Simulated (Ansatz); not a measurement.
## Quasiparticle gap of Ta3N5 (Cmcm)

Wanted: the gap of Ta3N5 (Cmcm) with a many-body correction, and the time that it takes.

Main program and level: Ansatz 0.2.0; LDA, then G0W0 on it, plane waves, PAW.

## 1. Starting point

Symmetry: Cmcm, No. 63, orthorhombic system. Conventional cell: a = 3.886 Å, b = 10.212 Å, c = 10.262 Å, α = 90.00°, β = 90.00°, γ = 90.00°. Ta has 6 N at 2.04 to 2.14 Å nearest. Nearest to Ta lie 6 N at 1.96 to 2.24 Å. Nearest to N lie 4 Ta at 2.06 to 2.22 Å. N has 3 Ta at 1.96 to 2.04 Å nearest. Nearest to N lie 4 Ta at 2.03 to 2.24 Å. Farther neighbours and most contacts between anions are not listed.

As a file:

```xyz
16
Lattice="1.9431 -5.1059 0.0000 1.9431 5.1059 0.0000 0.0000 0.0000 10.2624" Properties=species:S:1:pos:R:3 pbc="T T T"
Ta    1.9431   -3.0932    2.5656
Ta    1.9431    3.0932    7.6968
Ta    1.9431   -3.7319    5.7373
Ta    1.9431    3.7319    0.6061
Ta    1.9431    3.7319    4.5251
Ta    1.9431   -3.7319    9.6563
N     1.9431    2.6879    2.5656
N     1.9431   -2.6879    7.6968
N     1.9431   -4.6258    1.2263
N     1.9431    4.6258    6.3575
N     1.9431    4.6258    9.0361
N     1.9431   -4.6258    3.9049
N     1.9431   -1.9543    0.7572
N     1.9431    1.9543    5.8884
N     1.9431    1.9543    9.5052
N     1.9431   -1.9543    4.3740
```

The cell and positions come from the Crystallography Open Database and are kept as given unless a step says otherwise. Spin-orbit coupling is left out unless a step names it. The default PAW set here is soft_2. Its files were made with PBE.

## 2. Bands along the symmetry lines

Levels along a band path and on the mesh show where this functional puts the band edges.

This step: DFT, LDA, plane waves, PAW.

input.yaml reads:

```yaml
crystal:
  lattice:
    - [1.9431, -5.1059, 0.0]
    - [1.9431, 5.1059, 0.0]
    - [0.0, 0.0, 10.2624]
  atoms:
    - { symbol: Ta, position: [0.8029, 0.1971, 0.25] }
    - { symbol: Ta, position: [0.1971, 0.8029, 0.75] }
    - { symbol: Ta, position: [0.86545, 0.13455, 0.55906] }
    - { symbol: Ta, position: [0.13455, 0.86545, 0.05906] }
    - { symbol: Ta, position: [0.13455, 0.86545, 0.44094] }
    - { symbol: Ta, position: [0.86545, 0.13455, 0.94094] }
    - { symbol: "N", position: [0.23678, 0.76322, 0.25] }
    - { symbol: "N", position: [0.76322, 0.23678, 0.75] }
    - { symbol: "N", position: [0.95299, 0.04701, 0.11949] }
    - { symbol: "N", position: [0.04701, 0.95299, 0.61949] }
    - { symbol: "N", position: [0.04701, 0.95299, 0.88051] }
    - { symbol: "N", position: [0.95299, 0.04701, 0.38051] }
    - { symbol: "N", position: [0.69138, 0.30862, 0.07378] }
    - { symbol: "N", position: [0.30862, 0.69138, 0.57378] }
    - { symbol: "N", position: [0.30862, 0.69138, 0.92622] }
    - { symbol: "N", position: [0.69138, 0.30862, 0.42622] }
kpoints:
  mp_grid: { grid: [6, 6, 2] }
  band_path:
    path:
      - [[0.0, 0.0, 0.0], [-0.5, 0.5, 0.0], [-0.28620643, 0.71379357, 0.0]]
      - [[0.28620643, 0.28620643, 0.0], [0.0, 0.0, 0.0], [0.0, 0.0, 0.5], [0.28620643, 0.28620643, 0.5]]
      - [[-0.28620643, 0.71379357, 0.5], [-0.5, 0.5, 0.5], [-0.5, 0.5, 0.0]]
      - [[0.0, 0.0, 0.0], [0.0, 0.5, 0.0], [0.0, 0.5, 0.5], [0.0, 0.0, 0.5], [-0.5, 0.5, 0.5]]
    npoints: 10
hamiltonian:
  xc: lda
scf:
  occupations: { method: fermi_dirac, width: 0.02 }
  n_extra_bands: 9
output:
  eigenvalues: true
```

Command:

```sh
$ ansatz run input.yaml --threads 16 --pin off --max-ram 82944MiB --backend cuda --events-out ev --progress --plain --runs-dir out --devices 1 --max-vram 78GiB
```

Numbers of over 12 decimals in the logs are rounded to 6 here.

The program printed:

```text
scf.n_extra_bands = 9 over 64 filled bands (N_el = 128.0): the run solves 73 bands
GPUs: using 1 of 1 available (devices: 1).
Engine: ansatz 0.2.0, aarch64-unknown-linux-gnu
Pseudopotentials: kind: paw
Pseudopotential: Ta, paw, valence charge 13, recommended cutoff 420 eV (normal), Ta.paw.azcp
Pseudopotential: N, paw, valence charge 5, recommended cutoff 420 eV (normal), N.paw.azcp
Functional definition: SPW92
  exchange = slater_x
  correlation = pw_c
device memory: the entry about to start is reckoned to put 4.9 GiB on a device that reports 129.8 GiB free (of which the cap on the GPU budget leaves the run 78.0 GiB)
GPU FFT provider: cuFFT
GPU libraries: cuBLAS 13.8.1, cuFFT 12.4.0, cuSOLVER 12.3.2
GPU matrix products: emulated (plane waves: as basis.precision tells), large ones in fixed point in workspaces of 1.00 GiB
Crystal: 16 atoms, lattice volume = 203.632 Å³
Basis set: ecut = 420 eV, 3985 PW (Γ)
Bands: 73, of which v1, the nominal top of the filled ones, is band 64 counted from 1 (63 counted from 0)
Symmetry: 8 space group operations
Space group: Cmcm (ITA 63), of the structure as read, at distance tolerance 5.9e-5 Å
k-points: 26 of 72
Non-local potential: Ta, projectors of the file, l = 0: 3, l = 1: 2, l = 2: 2, l = 3: 1
Non-local potential: N, projectors of the file, l = 0: 2, l = 1: 2, l = 2: 1
PAW form: soft (Blöchl's): semilocal exchange-correlation on the pseudo side does not see the compensation charge
PAW frozen core: Ta, regenerated for the run's functional, and the local potential with it (the file was generated under x = pbe(κ = 0.804, μ = 0.219515), c = pbe(β = 0.066725))
PAW frozen core: N, regenerated for the run's functional, and the local potential with it (the file was generated under x = pbe(κ = 0.804, μ = 0.219515), c = pbe(β = 0.066725))
PAW one-centre angular grid: Ta, 590 points (default); XC on 64 Gauss nodes
PAW one-centre angular grid: N, 110 points (default); XC on 64 Gauss nodes
Initial density: superposition of atomic densities (neutral atoms: chi_scale 0, normalization atom), corrected by the library's trained network
Initial wavefunctions: pseudopotential atomic-orbital guess
GPU buffer pool allocated for 115200 grid points (all kernels)
GPU transforms: local potential and band sums: pruned to the plane-wave sphere, on 40×40×72
Functional: x = slater, c = lda
SCF iter   1: F=—  HF=-61852.928898 eV  |F-HF|=—  |Δ(HF+E_count)|=         —  Δρ=1.23e-2  dr2=2.94e-1  ethr=1.77e-3  ⟨swp⟩=7.8  Hψ=7839  notcnv=0
preconditioner: auto → Resta (q_TF=auto, 2.525 Å⁻¹)  ε∞=8.6  [insulator: Δε(μ)=1.003 eV  Ē_g=8.459 eV  σ=0.020 eV  W_gap=1.00  n_scr=56 (ndim 8)  ℏωp=23.3 eV  f_vac=0.062  D(μ)=0.00/eV (n_scr^D=0)  ε∞_Penn≈8.6]
SCF iter   2: F=—  HF=-61852.863542 eV  |F-HF|=—  |Δ(HF+E_count)|=   6.54e-2  Δρ=4.45e-3  dr2=1.97e-2  ethr=2.29e-4  ⟨swp⟩=2.0  Hψ=3460  notcnv=0  defer=26
SCF iter   3: F=—  HF=-61852.860220 eV  |F-HF|=—  |Δ(HF+E_count)|=   3.32e-3  Δρ=2.34e-3  dr2=6.91e-3  ethr=1.54e-5  ⟨swp⟩=2.0  Hψ=2759  notcnv=0  defer=26
SCF iter   4: F=—  HF=-61852.858803 eV  |F-HF|=—  |Δ(HF+E_count)|=   1.42e-3  Δρ=3.74e-4  dr2=5.17e-4  ethr=5.40e-6  ⟨swp⟩=2.0  Hψ=2734  notcnv=0  defer=26
SCF iter   5: F=—  HF=-61852.858144 eV  |F-HF|=—  |Δ(HF+E_count)|=   6.60e-4  Δρ=2.21e-4  dr2=1.27e-4  ethr=4.04e-7  ⟨swp⟩=2.0  Hψ=2822  notcnv=0  defer=26
SCF iter   6: F=—  HF=-61852.858140 eV  |F-HF|=—  |Δ(HF+E_count)|=   4.16e-6  Δρ=7.74e-5  dr2=2.65e-5  ethr=9.94e-8  ⟨swp⟩=2.1  Hψ=2597  notcnv=0  defer=26
SCF iter   7: F=—  HF=-61852.858523 eV  |F-HF|=—  |Δ(HF+E_count)|=   3.83e-4  Δρ=2.50e-5  dr2=2.39e-6  ethr=2.07e-8  ⟨swp⟩=2.0  Hψ=2595  notcnv=0  defer=26
SCF iter   8: F=—  HF=-61852.858523 eV  |F-HF|=—  |Δ(HF+E_count)|=   2.38e-7  Δρ=8.84e-6  dr2=2.25e-7  ethr=1.86e-9  ⟨swp⟩=2.0  Hψ=2842  notcnv=0  defer=26
SCF iter   9: F=—  HF=-61852.858523 eV  |F-HF|=—  |Δ(HF+E_count)|=   3.16e-8  Δρ=7.09e-6  dr2=1.14e-7  ethr=7.81e-11  ⟨swp⟩=9.5  Hψ=5377  notcnv=0
SCF iter  10: F=-61852.858523 eV  HF=-61852.858523 eV  |F-HF|=4.00e-10  |Δ(HF+E_count)|=   1.82e-8  Δρ=1.19e-6  dr2=4.07e-9  ethr=7.81e-11  ⟨swp⟩=3.0  Hψ=3531  notcnv=0
SCF 1 converged in 10 iterations: F = -61852.858523 eV  dr2 = 4.07e-9
  greatest PAW one-centre occupation: 1.000 electrons in one spin orbital (limit 2), on the Ta atom at site 0 (counted from 0), in its partial waves of l = 0
device memory: the entry about to start is reckoned to put 17.8 GiB on a device that reports 129.8 GiB free (of which the cap on the GPU budget leaves the run 78.0 GiB)
NSCF: frozen V_eff on 114 k-points, pencils in batches of 32, up to order 324
SCF converged after 10 iterations
Free energy (F): -61852.858523 eV
Harris-Foulkes:  -61852.858523 eV  (|F-HF|=4.00e-10)
Internal energy: -61852.858523 eV  (E = F + TS)
E sigma→0 (E₀):  -61852.858523 eV
Fermi energy:    12.169734 eV
--- Per-component energies (eV) ---
  E_band       = -1031.766506
  E_kinetic    = 3488.695138
  E_local      = -7509.366026  (includes V_loc(G=0)·N_el)
  E_nonlocal   = 591.537677
  E_hartree    = 2642.403841
  E_xc         = -1890.709285
  E_vxc        = -1977.762168  (∫ρ·V_xc dr)
  E_paw        = -50074.336891  (= ΣΔE_a)
  E_vpaw       = -909.679940  (= ΣTr[D̂ρ^β])
  E_aug_tail   = 0.001703  (compensation charges beyond the density's cutoff)
  E_ewald      = -9103.438537
  E_core_change = 2.353857  (= ΣΔE_core)
  E_smearing   = -0.000000  (= −TS)
  E_closure    = -0.000000  (closes the sum)
  Σ components = -61852.858523   (vs F -61852.858523, Δ=0.00e0)
--- Band table (eV; the first three rows and the last of 26) ---
  k-point 0: bands = [... 60 lower, 10.7773, 11.0958, 11.3161, 11.5795, 12.9721, 13.2894, 13.6745, 13.9782, ... 5 higher]
  k-point 1: bands = [... 60 lower, 10.8898, 10.8898, 11.0523, 11.0523, 13.1615, 13.1615, 14.0517, 14.0517, ... 5 higher]
  k-point 2: bands = [... 60 lower, 10.7019, 10.9157, 10.9995, 11.4827, 13.5549, 13.7040, 13.8714, 14.2504, ... 5 higher]
  k-point 25: bands = [... 60 lower, 10.4123, 10.4123, 11.0147, 11.0147, 13.1072, 13.1072, 14.2469, 14.2469, ... 5 higher]
```

Run time: 1.6 s. Hardware: 1 × NVIDIA GB200 (shared by 2 runs) with 16 threads of Arm Neoverse V2, shared host; peak memory 1.1 GiB; 3.4 s of CPU time.

This step gave:

| Property | Result |
| --- | --- |
| filled bands | 64 |
| gap | 1.087 eV |
| valence top at | k = (0.143, 0.143, 0.000) |
| conduction bottom at | Y |
| least direct gap | 1.361 eV |

Over mesh and path the gap is 1.087 eV, from k = (0.143, 0.143, 0.000) to k = (-0.500, 0.500, 0.000). The least direct gap found is 1.361 eV, at k = (-0.300, 0.300, 0.000). On the 6×6×2 mesh alone the same run gives 1.139 eV, so that mesh misses an edge of LDA: 1.139 − 1.087 = +0.052 eV.

Electronic bands along the path, in eV, zero at the top of the highest nominally filled band:

| point | band 61 | band 62 | band 63 | band 64 | band 65 | band 66 | band 67 | band 68 |
| --- | --- | --- | --- | --- | --- | --- | --- | --- |
| Γ | -0.87 | -0.55 | -0.33 | -0.06 | 1.33 | 1.65 | 2.03 | 2.33 |
| halfway | -1.10 | -0.73 | -0.58 | -0.16 | 1.21 | 1.94 | 2.24 | 2.28 |
| Y | -1.00 | -0.98 | -0.84 | -0.34 | 1.09 | 1.75 | 2.26 | 2.84 |
| halfway | -0.89 | -0.81 | -0.77 | -0.66 | 2.24 | 2.44 | 2.44 | 2.56 |
| C0 | -1.48 | -1.17 | -0.92 | -0.53 | 1.75 | 2.23 | 2.24 | 2.65 |
| jump to Σ0 | -1.48 | -1.17 | -0.92 | -0.53 | 1.75 | 2.23 | 2.24 | 2.65 |
| halfway | -0.97 | -0.75 | -0.68 | 0.00 | 1.68 | 2.37 | 2.42 | 2.86 |
| Γ | -0.87 | -0.55 | -0.33 | -0.06 | 1.33 | 1.65 | 2.03 | 2.33 |
| halfway | -0.76 | -0.60 | -0.41 | -0.39 | 1.39 | 1.61 | 2.16 | 2.38 |
| Z | -0.75 | -0.75 | -0.59 | -0.59 | 1.52 | 1.52 | 2.41 | 2.41 |
| halfway | -0.95 | -0.95 | -0.47 | -0.47 | 2.22 | 2.22 | 2.78 | 2.78 |
| A0 | -1.24 | -1.24 | -1.05 | -1.05 | 2.28 | 2.28 | 2.65 | 2.65 |
| jump to E0 | -1.24 | -1.24 | -1.05 | -1.05 | 2.28 | 2.28 | 2.65 | 2.65 |
| halfway | -1.00 | -1.00 | -0.64 | -0.64 | 2.44 | 2.44 | 2.51 | 2.51 |
| T | -1.23 | -1.23 | -0.63 | -0.63 | 1.46 | 1.46 | 2.60 | 2.60 |
| halfway | -1.23 | -1.13 | -0.73 | -0.46 | 1.21 | 1.67 | 2.37 | 2.82 |
| Y | -1.00 | -0.98 | -0.84 | -0.34 | 1.09 | 1.75 | 2.26 | 2.84 |
| jump to Γ | -0.87 | -0.55 | -0.33 | -0.06 | 1.33 | 1.65 | 2.03 | 2.33 |
| halfway | -0.94 | -0.82 | -0.66 | -0.15 | 1.86 | 2.45 | 2.57 | 2.79 |
| S | -1.13 | -1.09 | -0.63 | -0.42 | 1.66 | 1.69 | 2.53 | 2.83 |
| halfway | -0.97 | -0.90 | -0.64 | -0.46 | 1.77 | 1.77 | 2.58 | 2.68 |
| R | -0.80 | -0.80 | -0.57 | -0.57 | 1.86 | 1.86 | 2.60 | 2.60 |
| halfway | -1.00 | -1.00 | -0.45 | -0.45 | 2.31 | 2.31 | 2.58 | 2.58 |
| Z | -0.75 | -0.75 | -0.59 | -0.59 | 1.52 | 1.52 | 2.41 | 2.41 |
| halfway | -0.87 | -0.87 | -0.73 | -0.73 | 1.55 | 1.55 | 2.59 | 2.59 |
| T | -1.23 | -1.23 | -0.63 | -0.63 | 1.46 | 1.46 | 2.60 | 2.60 |

(Part 1 of 2 ends here.)

[Paths, hosts, dates, memory and timing lines, banners, echoed tables and standing remarks are left out of the program output.]

[Logs are printed without paths, hosts, clocks, repeated set-up lines and the standing remarks that a program may print on its own settings, such as how far it seeks lower states.]

[Runs of the session that timed out or met a known fault of the program may be left out.]

[Cells called generated may have been cut or substituted from an entry of the Crystallography Open Database or the Materials Project.]

[Hosts, paths, dates, database ids (printed as entryN), source tags and the programs' standing remarks are cut or masked in the printed files.]

[Where an RPA ε∞ is given, it is that of the G0W0 mesh and is not shown converged in it. Names of k-points follow the symmetry that the program found, which can be lower than the space group named. Band edges on a path are those of the sampled points; other points can move an edge, and change direct to indirect where valleys lie close.]

[Hybrid gaps are those of their k-mesh and are not shown converged in it.]
